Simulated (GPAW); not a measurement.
# How KZnF3 absorbs and reflects light

Aim: the dielectric function of KZnF3, and the optical constants that follow from it.

Method: DFT, PBE, plane-wave PAW (GPAW data sets), scalar-relativistic, RPA, optical limit, in GPAW 26.7.0.

Report form: the programs' logs are mostly left out.

## Step 1: Set-up

The structure is cubic, space group Pm-3m (No. 221). Conventional cell: a = 4.050 Å, b = 4.050 Å, c = 4.050 Å, α = 90.00°, β = 90.00°, γ = 90.00°. Nearest to Zn lie 6 F at 2.02 Å. Nearest to K lie 12 F at 2.86 Å. Nearest to F lie 2 Zn at 2.02 Å and 4 K at 2.86 Å. Farther neighbours and most contacts between anions are not listed.

## Step 2: Ground state

First the ground state: is it a metal or has it a gap?

This step: DFT, PBE, plane-wave PAW (GPAW data sets), scalar-relativistic, ground state (GPAW 26.7.0).

File gs.py:

```python
from ase import Atoms
from ase.dft.bandgap import bandgap
from gpaw import GPAW, PW, FermiDirac

atoms = Atoms(['Zn', 'K', 'F', 'F', 'F'],
              cell=[[4.050000000000, 0.000000000000, 0.000000000000],
                    [0.000000000000, 4.050000000000, 0.000000000000],
                    [0.000000000000, 0.000000000000, 4.050000000000]],
              scaled_positions=[[0.500000000000, 0.500000000000, 0.500000000000],
                                [0.000000000000, 0.000000000000, 0.000000000000],
                                [0.500000000000, 0.000000000000, 0.500000000000],
                                [0.000000000000, 0.500000000000, 0.500000000000],
                                [0.500000000000, 0.500000000000, 0.000000000000]],
              pbc=[True, True, True])
atoms.calc = GPAW(mode=PW(500), xc='PBE', kpts={'size': (6, 6, 6), 'gamma': True},
                  occupations=FermiDirac(0.05), maxiter=150, txt='gs.txt')
print('energy (eV)', atoms.get_potential_energy())
print('Fermi level (eV)', atoms.calc.get_fermi_level())
print('valence electrons', atoms.calc.get_number_of_electrons())
print('gap (eV)', bandgap(atoms.calc, output=None)[0])
print('direct gap (eV)', bandgap(atoms.calc, direct=True, output=None)[0])
atoms.calc.write('gs.gpw')
```

Launch:

```console
OMP_NUM_THREADS=1 python gs.py
```

Elapsed: 16 s, on 1 thread of Arm Neoverse V2, shared host; peak memory 0.16 GiB.

Numbers from this step:

```
energy                 : -20.10 eV
Fermi energy           : 3.646 eV
gap on the k-mesh      : 3.805 eV
direct gap on the mesh : 5.664 eV
electrons              : 42
```

There is a gap, 3.80 eV on this mesh (points off the mesh can give less), so no carriers' term is needed.

## Step 3: Bands for the response

The response needs many more empty bands than the density does.

This step: DFT, PBE, plane-wave PAW (GPAW data sets), scalar-relativistic, bands at fixed density (GPAW 26.7.0).

File nscf.py:

```python
from ase.dft.bandgap import bandgap
from gpaw import GPAW, FermiDirac

calc = GPAW('gs.gpw').fixed_density(kpts={'size': (8, 8, 8), 'gamma': True}, nbands=51, convergence={'bands': 45},
                                    occupations=FermiDirac(0.001), txt='nscf.txt')
print('gap (eV)', bandgap(calc, output=None)[0])
print('direct gap (eV)', bandgap(calc, direct=True, output=None)[0])
print('top band over the Fermi level (eV)', min(calc.get_eigenvalues(kpt=k)[44] for k in range(len(calc.get_ibz_k_points()))) - calc.get_fermi_level())
calc.write('full.gpw', mode='all')
```

Launch:

```console
OMP_NUM_THREADS=1 python nscf.py
```

Run time: 65 s. Hardware: 1 thread; peak memory 0.22 GiB.

## Step 4: Dielectric function, RPA

Transitions between filled and empty bands, summed over the zone, give the optical response, so mesh, band count and broadening shape it.

The induced potential is part of this response.

This step: DFT, PBE, plane-wave PAW (GPAW data sets), scalar-relativistic, RPA, optical limit (GPAW 26.7.0).

File df.py:

```python
from gpaw.response.df import DielectricFunction

df = DielectricFunction('full.gpw', frequencies={'type': 'nonlinear', 'domega0': 0.03, 'omega2': 8},
                        ecut=60,
                        eta=0.2,
                        nbands=45,
                        txt='df.txt')
for direction in ['x']:
    df.get_dielectric_function(xc='RPA', direction=direction, filename=f'df_{direction}.csv')
```

Launch:

```console
OMP_NUM_THREADS=1 python df.py
```

The job ended after 11 s (1 thread; peak memory 0.4 GiB).

This step gave:

```
electronic dielectric constant ε∞, mean over x, y and z (by symmetry where fewer were run) : 2.226
main peak of Im epsilon, first axis                                                        : 13.06 eV
```

Values under the direct gap are tails of Lorentzian lines. Table of Im ε, E ∥ x by photon energy; read off at these points:

photon energy (eV), Im ε, E ∥ x and a bar:
```
     0.00       0.00 
     0.50       0.00 
     1.00       0.00 
     1.50       0.01 
     2.00       0.01 
     2.50       0.01 
     3.00       0.02 
     3.50       0.02 
     4.00       0.03 #
     4.50       0.04 #
     5.00       0.07 #
     5.50       0.17 ###
     6.00       0.61 ###########
     6.50       0.84 ###############
     7.00       1.12 ####################
     7.50       1.48 ##########################
     8.00       1.28 ######################
     8.50       1.20 #####################
     9.00       1.07 ###################
     9.50       0.97 #################
    10.00       0.99 #################
    10.50       1.18 #####################
    11.00       1.57 ############################
    11.10       1.61 ############################
    11.50       1.37 ########################
    12.00       0.97 #################
    12.50       1.02 ##################
    13.00       1.69 ##############################
    13.08       1.70 ##############################
    13.50       1.48 ##########################
    14.00       1.25 ######################
    14.50       1.21 #####################
    15.00       1.43 #########################
    15.25       1.60 ############################
    15.50       1.58 ############################
    16.00       1.39 #########################
    16.50       1.27 ######################
    17.00       1.29 #######################
    17.50       1.07 ###################
    18.00       0.92 ################
    18.50       0.88 ################
    19.00       0.85 ###############
    19.50       0.83 ###############
    20.00       0.90 ################
    20.50       0.99 #################
    21.00       1.06 ###################
    21.50       1.17 #####################
    21.62       1.18 #####################
```

Re ε, E ∥ x against photon energy:

```csv
photon energy (eV),"Re ε, E ∥ x"
0.0,2.23
0.5,2.23
1.0,2.24
1.5,2.25
2.0,2.27
2.5,2.30
3.0,2.33
3.5,2.38
4.0,2.44
4.5,2.53
5.0,2.66
5.5,2.90
6.0,3.04
6.5,3.00
7.0,2.66
7.5,2.46
8.0,2.20
8.5,2.04
9.0,1.93
9.5,2.10
10.0,2.13
10.5,2.27
11.0,2.04
11.5,1.58
12.0,1.61
12.5,2.02
13.0,1.91
13.5,1.49
14.0,1.41
14.5,1.50
15.0,1.62
15.5,1.26
16.0,1.04
16.5,1.03
17.0,0.940
17.5,0.823
18.0,0.895
18.5,0.963
19.0,0.993
19.5,1.11
20.0,1.18
20.5,1.14
21.0,1.16
21.5,1.02
```

The reflectivity at normal incidence, E ∥ x has structure finer than the step of the table below, so its rows give means over 0.5 eV, whole bins alone (the curve runs from 0 to 21.9 eV). Peaks (eV: height): 6.66: 8.35, 7.38: 8.87, 11.03: 8.18, 13.08: 8.63, 15.54: 8.27, 21.75: 6.48.

Table of reflectivity at normal incidence, E ∥ x by photon energy; means over each step:

```csv
photon energy (eV),"reflectivity at normal incidence, E ∥ x (%)"
0.5,3.91
1.0,3.94
1.5,4.00
2.0,4.08
2.5,4.20
3.0,4.35
3.5,4.55
4.0,4.83
4.5,5.21
5.0,5.80
5.5,6.80
6.0,7.77
6.5,8.07
7.0,7.83
7.5,8.16
8.0,6.97
8.5,6.23
9.0,5.41
9.5,5.36
10.0,5.66
10.5,6.68
11.0,7.84
11.5,6.47
12.0,4.51
12.5,5.53
13.0,8.14
13.5,7.25
14.0,6.03
14.5,5.69
15.0,6.98
15.5,8.21
16.0,7.55
16.5,6.66
17.0,7.00
17.5,6.01
18.0,4.57
18.5,3.97
19.0,3.55
19.5,3.26
20.0,3.69
20.5,4.23
21.0,4.75
21.5,5.91
```

The loss function −Im 1/ε at q → 0, E ∥ x has structure finer than the step of the table below, so its rows give means over 1 eV, whole bins alone (the curve runs from 0 to 21.9 eV). Peaks (eV: height): 11.6: 0.326, 17.6: 0.587.

Values under the direct gap are tails of Lorentzian lines. Table of loss function −Im 1/ε at q → 0, E ∥ x by energy loss; means over each step:

```csv
energy loss (eV),"loss function −Im 1/ε at q → 0, E ∥ x"
1,8.4e-4
2,0.00180
3,0.00306
4,0.00510
5,0.0109
6,0.0565
7,0.126
8,0.197
9,0.206
10,0.183
11,0.246
12,0.269
13,0.263
14,0.346
15,0.327
16,0.450
17,0.519
18,0.555
19,0.482
20,0.418
21,0.442
```

The refractive index n and extinction k by photon energy:

```csv
photon energy (eV),n,k
0,1.49,0
1,1.50,0.00140
2,1.51,0.00306
3,1.53,0.00539
4,1.56,0.00956
5,1.63,0.0215
6,1.75,0.174
7,1.67,0.337
8,1.54,0.414
9,1.44,0.371
10,1.50,0.332
11,1.52,0.515
12,1.32,0.368
13,1.49,0.565
14,1.28,0.487
15,1.38,0.519
16,1.18,0.592
17,1.13,0.572
18,1.04,0.442
19,1.07,0.395
20,1.15,0.391
21,1.17,0.453
```

Optical constants at common wavelengths, from n + ik = √ε:

```csv
wavelength (nm),n,k,R (%),1/α
1550,1.49,0.001,3.9,111 µm
800,1.50,0.002,4.0,28 µm
633,1.51,0.003,4.1,17 µm
532,1.51,0.004,4.2,11 µm
450,1.52,0.005,4.3,7.6 µm
405,1.53,0.006,4.4,5.8 µm
193,1.74,0.224,7.9,69 nm
```

Below the direct gap, k and the depth come from the tails of the Lorentzian lines, not from transitions.

Rows near the edge hang on the gap, which this functional as a rule makes too small, and phonon-assisted absorption is left out.

## Step 5: Results

```json
{"electronic dielectric constant ε∞, mean over x, y and z (by symmetry where fewer were run) (RPA)": "2.23", "main peak of Im epsilon, first axis": "13.1 eV"}
```

In words: At this level (PBE, RPA) KZnF3 has ε∞ = 2.23 and n = 1.49 at 1550 nm, and Im ε peaks at 13.1 eV. On the mesh the gap is 3.80 eV and the least direct gap 5.66 eV, so on this mesh the band edges lie at different points. Local fields change the static value along x from 2.33 to 2.23 (-4 %). Distinct maxima of Im ε, read by a parabola through the highest points, lie at 7.48 eV (1.5), 11.10 eV (1.6), 13.06 eV (1.7) and 15.28 eV (1.6). Excitons and phonon-assisted transitions are missing; PBE gaps are as a rule too small, which pulls the onset down and ε∞ up. The sum runs over mesh points, so small or evenly spaced maxima can still be ripples of the mesh. In this version of GPAW the matrix elements of the optical limit are incomplete, which can lower ε − 1 by up to a tenth where first-row anions or d states rule, and shift it by more in d metals.

[Machine, clock and banner lines and Python warnings are left out of the logs.]

[Logs are printed without paths, hosts, clocks, repeated set-up lines and the standing remarks that a program may print on its own settings, such as how far it seeks lower states.]

[Hosts, paths, dates, database ids (printed as entryN), source tags and the programs' standing remarks are cut or masked in the printed files.]
